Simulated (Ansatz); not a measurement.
The crystal is MoS2/MoSSe (van der Waals superlattice) (P3m1).

The structure was built from a prototype and need not be the compound's stable phase.

```cif
data_structure
_symmetry_space_group_name_H-M 'P 1'
_symmetry_Int_Tables_number 1
_cell_length_a 3.1445
_cell_length_b 3.1445
_cell_length_c 11.7798
_cell_angle_alpha 90.000
_cell_angle_beta 90.000
_cell_angle_gamma 120.000
_cell_volume 100.87
loop_
_atom_site_label
_atom_site_type_symbol
_atom_site_fract_x
_atom_site_fract_y
_atom_site_fract_z
_atom_site_occupancy
Mo1 Mo 0.33333 0.66667 0.24412 1
S2 S 0.66667 0.33333 0.37557 1
S3 S 0.66667 0.33333 0.11240 1
Mo4 Mo 0.00000 0.00000 0.75699 1
S5 S 0.33333 0.66667 0.88731 1
Se6 Se 0.33333 0.66667 0.61164 1
```

The structure was relaxed with PBEsol-D3(BJ). The runs that relaxed it are not among those shown.

Gaps computed with Ansatz 0.2.0 without a self-energy: PBEsol 0.44 eV.

Q: Estimate the G0W0@PBEsol gap with 9×9×2 mesh, 420 empty bands, screening to 150 eV, PAW set soft_1 files.

About 0.82 eV: on its mesh the run moves the gap from 0.54 eV by +0.39 eV, and the mesh misses the edges by 0.10 eV. Bands and cutoff are finite, so the gap is not at the basis limit. The miss can reach some tenths of an eV and take either sign; the mesh is an error of its own. The 9×9×2 mesh is coarse for this cell (its supercell is 24 Å along the shortest edge). The RPA ε∞ on it, from the PBEsol start, is 9.56 and 16.41; such meshes misread the long-range screening, most where the gap is narrow. The many-body steps are scalar-relativistic: spin-orbit coupling is not in them.

[Paths, hosts, dates, memory and timing lines, banners, echoed tables and standing remarks are left out of the program output.]

[Logs are printed without paths, hosts, clocks, repeated set-up lines and the standing remarks that a program may print on its own settings, such as how far it seeks lower states.]

[Runs of the session that timed out or met a known fault of the program may be left out.]

[Cells called generated may have been cut or substituted from an entry of the Crystallography Open Database or the Materials Project.]

[Hosts, paths, dates, database ids (printed as entryN), source tags and the programs' standing remarks are cut or masked in the printed files.]
